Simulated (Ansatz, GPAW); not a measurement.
**H2PtO2 (model structure): optical spectrum from first principles**

Aim: the dielectric function of H2PtO2 (model structure), and the optical constants that follow from it. The structure is a model built here, which may or may not match a known phase. It was built so: All Ni replaced by Pt in the P-3m1 structure of NiH2O2. The cell is first relaxed with Ansatz.

Program: GPAW 26.7.0. Level of theory: DFT, PBE, plane-wave PAW (GPAW data sets), scalar-relativistic, RPA, optical limit. Results are calculated unless marked as measured.

## (1) The starting structure

Symmetry: P-3m1, No. 164, trigonal system. Conventional cell: a = 3.233 Å, b = 3.233 Å, c = 4.762 Å, α = 90.00°, β = 90.00°, γ = 120.00°. Nearest to Pt lie 6 O at 2.13 Å. O has 1 H at 1.14 Å and 3 Pt at 2.13 Å nearest. H has 1 O at 1.14 Å nearest. All Ni replaced by Pt in the P-3m1 structure of NiH2O2. Farther neighbours and most contacts between anions are not listed.

## (2) Relaxation

Spectra hang on bond lengths, so the cell is first brought to its minimum.

This step: DFT, PBE, plane-wave PAW, default files, scalar-relativistic, relaxation (Ansatz 0.2.0).

input.yaml

```yaml
crystal:
  lattice:
    - [3.2329932099, -2.9e-09, 0.0]
    - [-1.6164966025, 2.7998542515, 0.0]
    - [0.0, 0.0, 4.76243019]
  atoms:
    - { symbol: Pt, position: [0.0, 0.0, 0.0] }
    - { symbol: O, position: [0.6666666667, 0.3333333333, 0.7847] }
    - { symbol: O, position: [0.3333333333, 0.6666666667, 0.2153] }
    - { symbol: H, position: [0.6666666667, 0.3333333333, 0.5463] }
    - { symbol: H, position: [0.3333333333, 0.6666666667, 0.4537] }
kpoints:
  mp_grid: { grid: [8, 8, 5] }
scf:
  occupations: { method: fermi_dirac, width: 0.05 }
hamiltonian:
  xc: pbe
output:
  forces: true
  stress: true
  write_density: true
  write_potential: true
  elf: true
  volumetric_format: npy
relax:
  f_tol: 0.02
  max_steps: 50
  cell: {}
```

The run is started by

```
$ ansatz run input.yaml --threads 1 --pin off --max-ram 4096MiB --backend cpu --events-out ev --progress --plain --runs-dir out
```

Numbers of over 12 decimals in the logs are rounded to 6 here.

Log:

```text
Engine: ansatz 0.2.0, x86_64-unknown-linux-gnu
Pseudopotentials: kind: paw
Pseudopotential: Pt, paw, valence charge 18, recommended cutoff 420 eV (normal), Pt.paw.azcp
Pseudopotential: O, paw, valence charge 6, recommended cutoff 420 eV (normal), O.paw.azcp
Pseudopotential: H, paw, valence charge 1, recommended cutoff 420 eV (normal), H.paw.azcp
Functional definition: PBE
  parameter kappa = 0.804
  parameter beta = 0.066725
  exchange = pbe_x(kappa = kappa, mu = beta*pi^2/3)
  correlation = pbe_c(beta = beta)
Crystal: 5 atoms, lattice volume = 43.109 Å³
Basis set: ecut = 420 eV, 867 PW (Γ), exchange–correlation on 48×48×64 points (8 copies of the dense FFT grid, shifted against one another)
Bands: 21, of which v1, the nominal top of the filled ones, is band 16 counted from 1 (15 counted from 0)
Symmetry: 12 space group operations
Space group: P-3m1 (ITA 164), of the structure as read, at distance tolerance 3.5e-5 Å
k-points: 40 of 320
Non-local potential: Pt, projectors of the file, l = 0: 3, l = 1: 2, l = 2: 2, l = 3: 1
Non-local potential: O, projectors of the file, l = 0: 2, l = 1: 2, l = 2: 1
Non-local potential: H, projectors of the file, l = 0: 2, l = 1: 1
PAW form: soft (Blöchl's): semilocal exchange-correlation on the pseudo side does not see the compensation charge
PAW one-centre angular grid: Pt, 590 points (default); XC on 64 Gauss nodes
PAW one-centre angular grid: O, 110 points (default); XC on 64 Gauss nodes
PAW one-centre angular grid: H, 110 points (default); XC on 64 Gauss nodes
Initial density: superposition of atomic densities (neutral atoms: chi_scale 0, normalization atom), corrected by the library's trained network
Initial wavefunctions: pseudopotential atomic-orbital guess
Functional: x = pbe(κ = 0.804, μ = 0.219515), c = pbe(β = 0.066725)
SCF iter   1: F=—  HF=-13684.855711 eV  |F-HF|=—  |Δ(HF+E_count)|=         —  Δρ=1.53e-2  dr2=1.96e-1  ethr=1.77e-3  ⟨swp⟩=5.8  Hψ=3531  notcnv=0
preconditioner: auto → LDOS  [metal: Δε(μ)=0.018 eV  Ē_g=12.374 eV  σ=0.050 eV  W_gap=0.09  n_scr=8 (ndim 8)  ℏωp=27.7 eV  f_vac=0.031  D(μ)=1.71/eV (n_scr^D=22)  β→1.0]
SCF iter   2: F=—  HF=-13684.832655 eV  |F-HF|=—  |Δ(HF+E_count)|=   2.31e-2  Δρ=9.74e-3  dr2=3.41e-2  ethr=6.14e-4  ⟨swp⟩=2.5  Hψ=1655  notcnv=0
SCF iter   3: F=—  HF=-13684.825076 eV  |F-HF|=—  |Δ(HF+E_count)|=   7.58e-3  Δρ=2.93e-3  dr2=5.86e-3  ethr=1.07e-4  ⟨swp⟩=2.0  Hψ=1426  notcnv=0
SCF iter   4: F=—  HF=-13684.824248 eV  |F-HF|=—  |Δ(HF+E_count)|=   8.28e-4  Δρ=9.19e-4  dr2=4.48e-4  ethr=1.83e-5  ⟨swp⟩=1.0  Hψ=840  notcnv=0
SCF iter   5: F=—  HF=-13684.824192 eV  |F-HF|=—  |Δ(HF+E_count)|=   5.52e-5  Δρ=2.49e-4  dr2=2.02e-5  ethr=1.40e-6  ⟨swp⟩=2.0  Hψ=968  notcnv=0
SCF iter   6: F=—  HF=-13684.824167 eV  |F-HF|=—  |Δ(HF+E_count)|=   2.57e-5  Δρ=3.67e-5  dr2=4.91e-7  ethr=6.30e-8  ⟨swp⟩=2.4  Hψ=1333  notcnv=0
SCF iter   7: F=-13684.824167 eV  HF=-13684.824167 eV  |F-HF|=1.66e-8  |Δ(HF+E_count)|=   1.37e-7  Δρ=6.97e-6  dr2=1.67e-8  ethr=3.13e-10  ⟨swp⟩=8.1  Hψ=4910  notcnv=0
SCF 1 converged in 7 iterations: F = -13684.824167 eV  dr2 = 1.67e-8
  greatest PAW one-centre occupation: 1.000 electrons in one spin orbital (limit 2), on the Pt atom at site 0 (counted from 0), in its partial waves of l = 0
relax step   1: F+E_penalty+E_count = -13684.82416697 eV  Δ(F+E_penalty+E_count) = +0.000e0 eV  max|allowed force component| = 3.048e0 eV/Å  Δτ_max = 0.0000 Å  P = +14.845 GPa  Ω = 43.109 Å³  (7 SCF iters, dr2 threshold 1.00e-7 eV, accepted)
Crystal: 5 atoms, lattice volume = 47.259 Å³
Basis set: ecut = 420 eV, 915 PW (Γ), exchange–correlation on 48×48×64 points (8 copies of the dense FFT grid, shifted against one another)
Initial density: handed on by an earlier stage of this run
Initial wavefunctions: those handed on with the density
iter 1 solved again at ethr=1.54e-4 eV; its pass at ethr=3.10e-3 eV (dr2=4.94e-2 eV) is discarded
SCF iter   1: F=—  HF=-13685.610700 eV  |F-HF|=—  |Δ(HF+E_count)|=         —  Δρ=1.50e-2  dr2=5.01e-2  ethr=1.54e-4  ⟨swp⟩=1.0  Hψ=5156  notcnv=0
preconditioner: auto → LDOS  [metal: Δε(μ)=0.049 eV  Ē_g=12.124 eV  σ=0.050 eV  W_gap=0.23  n_scr=20 (ndim 8)  ℏωp=26.5 eV  f_vac=0.029  D(μ)=1.56/eV (n_scr^D=8)  β→1.0]
SCF iter   2: F=—  HF=-13685.605003 eV  |F-HF|=—  |Δ(HF+E_count)|=   5.70e-3  Δρ=4.46e-3  dr2=6.15e-3  ethr=1.54e-4  ⟨swp⟩=2.0  Hψ=1436  notcnv=0
SCF iter   3: F=—  HF=-13685.603326 eV  |F-HF|=—  |Δ(HF+E_count)|=   1.68e-3  Δρ=1.11e-3  dr2=7.87e-4  ethr=1.92e-5  ⟨swp⟩=2.0  Hψ=1311  notcnv=0
SCF iter   4: F=—  HF=-13685.603175 eV  |F-HF|=—  |Δ(HF+E_count)|=   1.51e-4  Δρ=3.27e-4  dr2=4.15e-5  ethr=2.46e-6  ⟨swp⟩=2.1  Hψ=1091  notcnv=0
SCF iter   5: F=—  HF=-13685.603121 eV  |F-HF|=—  |Δ(HF+E_count)|=   5.43e-5  Δρ=8.98e-5  dr2=2.69e-6  ethr=1.30e-7  ⟨swp⟩=2.6  Hψ=1322  notcnv=0
SCF iter   6: F=-13685.603121 eV  HF=-13685.603121 eV  |F-HF|=1.17e-8  |Δ(HF+E_count)|=   1.99e-7  Δρ=1.29e-5  dr2=5.44e-8  ethr=1.56e-9  ⟨swp⟩=8.4  Hψ=5120  notcnv=0
SCF 2 converged in 6 iterations: F = -13685.603121 eV  dr2 = 5.44e-8
relax step   2: F+E_penalty+E_count = -13685.60312051 eV  Δ(F+E_penalty+E_count) = -7.790e-1 eV  max|allowed force component| = 2.342e0 eV/Å  Δτ_max = 0.0736 Å  P = +1.634 GPa  Ω = 47.259 Å³  energy of the carried Pulay correction = -1.648e-2 eV  (6 SCF iters, dr2 threshold 5.00e-7 eV, accepted)
Crystal: 5 atoms, lattice volume = 48.487 Å³
Basis set: ecut = 420 eV, 945 PW (Γ), exchange–correlation on 48×48×64 points (8 copies of the dense FFT grid, shifted against one another)
iter 1 solved again at ethr=2.32e-3 eV; its pass at ethr=3.10e-3 eV (dr2=7.41e-1 eV) is discarded
SCF iter   1: F=—  HF=-13685.600498 eV  |F-HF|=—  |Δ(HF+E_count)|=         —  Δρ=4.77e-2  dr2=7.46e-1  ethr=2.32e-3  ⟨swp⟩=1.0  Hψ=5292  notcnv=0
preconditioner: auto → LDOS  [metal: Δε(μ)=0.077 eV  Ē_g=13.032 eV  σ=0.050 eV  W_gap=0.35  n_scr=20 (ndim 8)  ℏωp=26.1 eV  f_vac=0.047  D(μ)=2.03/eV (n_scr^D=20)  β→1.0]
SCF iter   2: F=—  HF=-13685.457420 eV  |F-HF|=—  |Δ(HF+E_count)|=   1.43e-1  Δρ=2.03e-2  dr2=1.38e-1  ethr=2.32e-3  ⟨swp⟩=2.1  Hψ=1526  notcnv=0
SCF iter   3: F=—  HF=-13685.418076 eV  |F-HF|=—  |Δ(HF+E_count)|=   3.93e-2  Δρ=5.71e-3  dr2=1.20e-2  ethr=4.30e-4  ⟨swp⟩=2.2  Hψ=1765  notcnv=0
SCF iter   4: F=—  HF=-13685.415691 eV  |F-HF|=—  |Δ(HF+E_count)|=   2.38e-3  Δρ=1.89e-3  dr2=1.97e-3  ethr=3.74e-5  ⟨swp⟩=2.5  Hψ=1492  notcnv=0
SCF iter   5: F=—  HF=-13685.415370 eV  |F-HF|=—  |Δ(HF+E_count)|=   3.21e-4  Δρ=3.31e-4  dr2=6.09e-5  ethr=6.17e-6  ⟨swp⟩=2.5  Hψ=1175  notcnv=0
[...]
relax step   8: F+E_penalty+E_count = -13686.15059332 eV  Δ(F+E_penalty+E_count) = -7.757e-4 eV  max|allowed force component| = 2.772e-2 eV/Å  Δτ_max = 0.0045 Å  P = +0.084 GPa  Ω = 48.175 Å³  energy of the carried Pulay correction = -1.991e-2 eV  (4 SCF iters, dr2 threshold 2.61e-7 eV, accepted)
relax step   9: F+E_penalty+E_count = -13686.15342015 eV  Δ(F+E_penalty+E_count) = -2.827e-3 eV  max|allowed force component| = 1.967e-2 eV/Å  Δτ_max = 0.0270 Å  P = -0.160 GPa  Ω = 47.711 Å³  energy of the carried Pulay correction = -1.818e-2 eV  (6 SCF iters, dr2 threshold 9.96e-8 eV, accepted)
relax step  10: F+E_penalty+E_count = -13686.15433211 eV  Δ(F+E_penalty+E_count) = -9.120e-4 eV  max|allowed force component| = 6.257e-3 eV/Å  Δτ_max = 0.0078 Å  P = +0.053 GPa  Ω = 47.489 Å³  energy of the carried Pulay correction = -1.734e-2 eV  (6 SCF iters, dr2 threshold 1.57e-7 eV, accepted)
relax step  11: F+E_penalty+E_count = -13686.15421682 eV  Δ(F+E_penalty+E_count) = +1.153e-4 eV  max|allowed force component| = 1.980e-4 eV/Å  Δτ_max = 0.0008 Å  P = -0.000 GPa  Ω = 47.520 Å³  energy of the carried Pulay correction = -1.746e-2 eV  (6 SCF iters, accepted)
relax step  12: F+E_penalty+E_count = -13686.27821683 eV  Δ(F+E_penalty+E_count) = -1.240e-1 eV  max|allowed force component| = 2.936e-2 eV/Å  Δτ_max = 0.0000 Å  P = +2.937 GPa  Ω = 47.520 Å³  stress off target by 4.42e0 GPa  SCF on the basis re-selected at this cell (its energy is not comparable with the rows above)  (8 SCF iters)
relax step  13: F+E_penalty+E_count = -13686.29669916 eV  Δ(F+E_penalty+E_count) = -1.848e-2 eV  max|allowed force component| = 1.016e-1 eV/Å  Δτ_max = 0.0203 Å  P = +0.461 GPa  Ω = 47.854 Å³  energy of the carried Pulay correction = -2.089e-3 eV  (6 SCF iters, dr2 threshold 5.00e-7 eV, accepted)
relax step  14: F+E_penalty+E_count = -13686.29607185 eV  Δ(F+E_penalty+E_count) = +6.273e-4 eV  max|allowed force component| = 4.174e-3 eV/Å  Δτ_max = 0.0127 Å  P = +0.086 GPa  Ω = 48.290 Å³  energy of the carried Pulay correction = -3.910e-3 eV  (6 SCF iters, dr2 threshold 5.00e-7 eV, accepted)
relax step  15: F+E_penalty+E_count = -13686.29533184 eV  Δ(F+E_penalty+E_count) = +7.400e-4 eV  max|allowed force component| = 2.677e-3 eV/Å  Δτ_max = 0.0067 Å  P = +0.002 GPa  Ω = 48.476 Å³  energy of the carried Pulay correction = -4.736e-3 eV  (6 SCF iters, dr2 threshold 4.28e-8 eV, accepted)
relax step  16: F+E_penalty+E_count = -13686.30071836 eV  Δ(F+E_penalty+E_count) = -5.387e-3 eV  max|allowed force component| = 3.405e-3 eV/Å  Δτ_max = 0.0000 Å  P = +0.033 GPa  Ω = 48.476 Å³  stress off target by 1.51e-1 GPa  SCF on the basis re-selected at this cell (its energy is not comparable with the rows above)  (6 SCF iters)
relax step  17: F+E_penalty+E_count = -13686.30152072 eV  Δ(F+E_penalty+E_count) = -8.024e-4 eV  max|allowed force component| = 5.838e-4 eV/Å  Δτ_max = 0.0082 Å  P = +0.010 GPa  Ω = 48.292 Å³  energy of the carried Pulay correction = +6.790e-4 eV  (6 SCF iters, dr2 threshold 5.69e-8 eV, accepted)
iter 1 solved again at ethr=5.18e-8 eV; its pass at ethr=3.10e-3 eV (dr2=1.66e-5 eV) is discarded
SCF iter   1: F=—  HF=-13686.300846 eV  |F-HF|=—  |Δ(HF+E_count)|=         —  Δρ=4.58e-5  dr2=1.40e-7  ethr=5.18e-8  ⟨swp⟩=3.8  Hψ=5822  notcnv=0
preconditioner: auto → Kerker (q_TF=auto, 2.547 Å⁻¹)  [metal: Δε(μ)=0.058 eV  Ē_g=12.189 eV  σ=0.050 eV  W_gap=0.28  n_scr=20 (ndim 8)  ℏωp=26.2 eV  f_vac=0.009  D(μ)=1.19/eV (n_scr^D=8)]
SCF iter   2: F=—  HF=-13686.300836 eV  |F-HF|=—  |Δ(HF+E_count)|=   9.77e-6  Δρ=2.34e-5  dr2=3.18e-8  ethr=4.37e-10  ⟨swp⟩=2.0  Hψ=1275  notcnv=0
SCF iter   3: F=—  HF=-13686.300836 eV  |F-HF|=—  |Δ(HF+E_count)|=   1.03e-7  Δρ=2.72e-6  dr2=1.72e-9  ethr=9.93e-11  ⟨swp⟩=2.0  Hψ=1251  notcnv=0
SCF iter   4: F=—  HF=-13686.300836 eV  |F-HF|=—  |Δ(HF+E_count)|=   1.56e-9  Δρ=5.18e-7  dr2=3.27e-10  ethr=5.37e-12  ⟨swp⟩=2.4  Hψ=1275  notcnv=0
SCF iter   5: F=—  HF=-13686.300836 eV  |F-HF|=—  |Δ(HF+E_count)|=  7.09e-11  Δρ=2.07e-7  dr2=5.66e-11  ethr=1.02e-12  ⟨swp⟩=2.5  Hψ=1231  notcnv=0
SCF iter   6: F=-13686.300836 eV  HF=-13686.300836 eV  |F-HF|=3.64e-12  |Δ(HF+E_count)|=  1.82e-12  Δρ=4.35e-8  dr2=7.95e-13  ethr=1.00e-12  ⟨swp⟩=6.0  Hψ=3644  notcnv=0
SCF 18 converged in 6 iterations: F = -13686.300836 eV  dr2 = 7.95e-13
relax step  18: F+E_penalty+E_count = -13686.30083586 eV  Δ(F+E_penalty+E_count) = +6.849e-4 eV  max|allowed force component| = 3.046e-4 eV/Å  Δτ_max = 0.0000 Å  P = +0.008 GPa  Ω = 48.292 Å³  stress off target by 2.65e-2 GPa  SCF on the basis re-selected at this cell (its energy is not comparable with the rows above)  (6 SCF iters)
basis re-selected at this cell: Δ(F+E_penalty+E_count) = +6.849e-4 eV, ΔP = -0.001 GPa vs the last step (what re-selecting the basis moved, of the pressure what is left beyond the Pulay correction that the steps carried, after the strain that the cell walked since its last selection, with what the two solves' SCF thresholds leave and, on support functions, any second-order correction that the steps lacked; it is no m [...]
SCF converged after 6 iterations
Free energy (F): -13686.300836 eV
Harris-Foulkes:  -13686.300836 eV  (|F-HF|=3.64e-12)
Internal energy: -13686.290422 eV  (E = F + TS)
E sigma→0 (E₀):  -13686.295629 eV
Entropy (-TS):   -0.010414 eV (-2.083 meV/atom)
Fermi energy:    9.529661 eV
--- Per-component energies (eV) ---
  E_band       = -386.370803
  E_kinetic    = 1010.553053
  E_local      = -3296.378731  (includes V_loc(G=0)·N_el)
  E_nonlocal   = 302.266647
  E_hartree    = 1233.148624
  E_xc         = -423.196682
  E_vxc        = -508.769035  (∫ρ·V_xc dr)
  E_paw        = -9770.885250  (= ΣΔE_a)
  E_vpaw       = -360.342560  (= ΣTr[D̂ρ^β])
  E_aug_tail   = 0.002555  (compensation charges beyond the density's cutoff)
  E_ewald      = -2741.800639
  E_smearing   = -0.010414  (= −TS)
  E_closure    = 0.000000  (closes the sum)
  Σ components = -13686.300836   (vs F -13686.300836, Δ=0.00e0)
--- Forces (eV/Å), atoms counted from 1 ---
  atom   1  Pt     0.00000000     0.00000000     0.00000000
  atom   2  O     -0.00000000     0.00000000    -0.00025831
  atom   3  O      0.00000000    -0.00000000     0.00025831
  atom   4  H      0.00000000    -0.00000000     0.00030460
  atom   5  H     -0.00000000     0.00000000    -0.00030460
  max |Σ_I F_I| component: 2.31e-17 eV/Å
--- Stress (GPa, compression-positive) ---
        0.026011      -0.000000       0.000000
        0.000000       0.026011       0.000000
        0.000000      -0.000000      -0.026528
  P = ⅓ Tr σ = 0.0085 GPa (0.085 kbar)
--- Band table (eV; the first three rows and the last of 40) ---
  k-point 0: bands = [... 12 lower, 7.0174, 7.0735, 7.0735, 9.6086, 10.3981, 10.3981, 13.8450, 17.5719, ... 1 higher]
  k-point 1: bands = [... 12 lower, 7.0311, 7.0311, 7.2866, 10.0420, 10.4489, 10.4489, 13.9388, 17.3545, ... 1 higher]
  k-point 2: bands = [... 12 lower, 6.9576, 6.9576, 7.6650, 10.5322, 10.5322, 11.1991, 13.0605, 18.1497, ... 1 higher]
  k-point 39: bands = [... 12 lower, 7.3407, 7.3911, 7.5011, 8.8356, 9.3740, 14.0570, 14.9977, 15.4814, ... 1 higher]
--- Relaxed structure (15 steps of the walk, 14 accepted, 3 SCFs on fresh bases) ---
  F+E_penalty+E_count = -13686.30083586 eV   max|allowed force component| = 3.046e-4 eV/Å   (the final SCF, on the basis selected at the relaxed cell)
  cell:  # Å, volume = 48.2916 Å³
    - [3.674961, -3.256102224896995e-9, 0]
    - [-1.837481, 3.182610, 0]
    - [0, 0, 4.128907]
  atoms:
    - { symbol: Pt, position: [0, 0, -5.09952433836627e-19] }
    - { symbol: O, position: [0.666667, 0.333333, 0.811197] }
    - { symbol: O, position: [0.333333, 0.666667, 0.188803] }
    - { symbol: H, position: [0.666667, 0.333333, 0.572939] }
    - { symbol: H, position: [0.333333, 0.666667, 0.427061] }
```

The job ended after 49 s (1 thread of Intel Xeon Platinum 8488C (Sapphire Rapids), shared host; peak memory 0.4 GiB).

Relaxation path:

```csv
step,energy less that of the first step (eV),largest force component (eV/Å),pressure (GPa),volume (Å³)
1,0.0000,3.0478,14.85,43.11
2,-0.7790,2.3416,1.63,47.26
3,-0.5912,7.2076,13.65,48.49
4,-1.1169,1.2489,0.94,48.24
5,-1.2569,0.7178,1.72,48.92
6,-1.3197,0.2977,-0.15,48.80
7,-1.3257,0.0514,0.09,48.27
8,-1.3264,0.0277,0.08,48.17
9,-1.3293,0.0197,-0.16,47.71
10,-1.3302,0.0063,0.05,47.49
11,-1.3300,0.0002,0.00,47.52
12*,-1.4540,0.0294,2.94,47.52
13,-1.4725,0.1016,0.46,47.85
14,-1.4719,0.0042,0.09,48.29
15,-1.4712,0.0027,0.00,48.48
16*,-1.4766,0.0034,0.03,48.48
17,-1.4774,0.0006,0.01,48.29
18*,-1.4767,0.0003,0.01,48.29
```

Relaxation steps marked * repeat the geometry before them on a plane-wave basis chosen anew for their cell, so energy and pressure can jump there. Relaxation step 3 was tried and not accepted.

The run keeps the 12 symmetry operations that it works with, so distortions that break them were not tested.

```csv
cell as run,before,after,change
a (Å),3.233,3.675,+13.7 %
b (Å),3.233,3.675,+13.7 %
c (Å),4.762,4.129,-13.3 %
volume (Å³/atom),8.62,9.66,+12.0 %
```

The atoms that moved most (Å, as changes of fractional coordinates times the final cell):

```csv
atom,dx,dy,dz,length
H5,0.000,0.000,-0.110,0.110
H4,0.000,0.000,0.110,0.110
O3,0.000,0.000,-0.109,0.109
O2,0.000,0.000,0.109,0.109
```

The relaxed structure:

```cif
data_structure
_symmetry_space_group_name_H-M 'P 1'
_symmetry_Int_Tables_number 1
_cell_length_a 3.6750
_cell_length_b 3.6750
_cell_length_c 4.1289
_cell_angle_alpha 90.000
_cell_angle_beta 90.000
_cell_angle_gamma 120.000
_cell_volume 48.29
loop_
_atom_site_label
_atom_site_type_symbol
_atom_site_fract_x
_atom_site_fract_y
_atom_site_fract_z
_atom_site_occupancy
Pt1 Pt 0.00000 0.00000 0.00000 1
O2 O 0.66667 0.33333 0.81120 1
O3 O 0.33333 0.66667 0.18880 1
H4 H 0.66667 0.33333 0.57294 1
H5 H 0.33333 0.66667 0.42706 1
```

The relaxation ends with a largest force component of 3.0e-4 eV/Å and a pressure of 0.01 GPa.

(Continued in part 2 of 2.)

[Machine, clock and banner lines and Python warnings are left out of the logs.]

[Logs are printed without paths, hosts, clocks, repeated set-up lines and the standing remarks that a program may print on its own settings, such as how far it seeks lower states.]

[Hosts, paths, dates, database ids (printed as entryN), source tags and the programs' standing remarks are cut or masked in the printed files.]
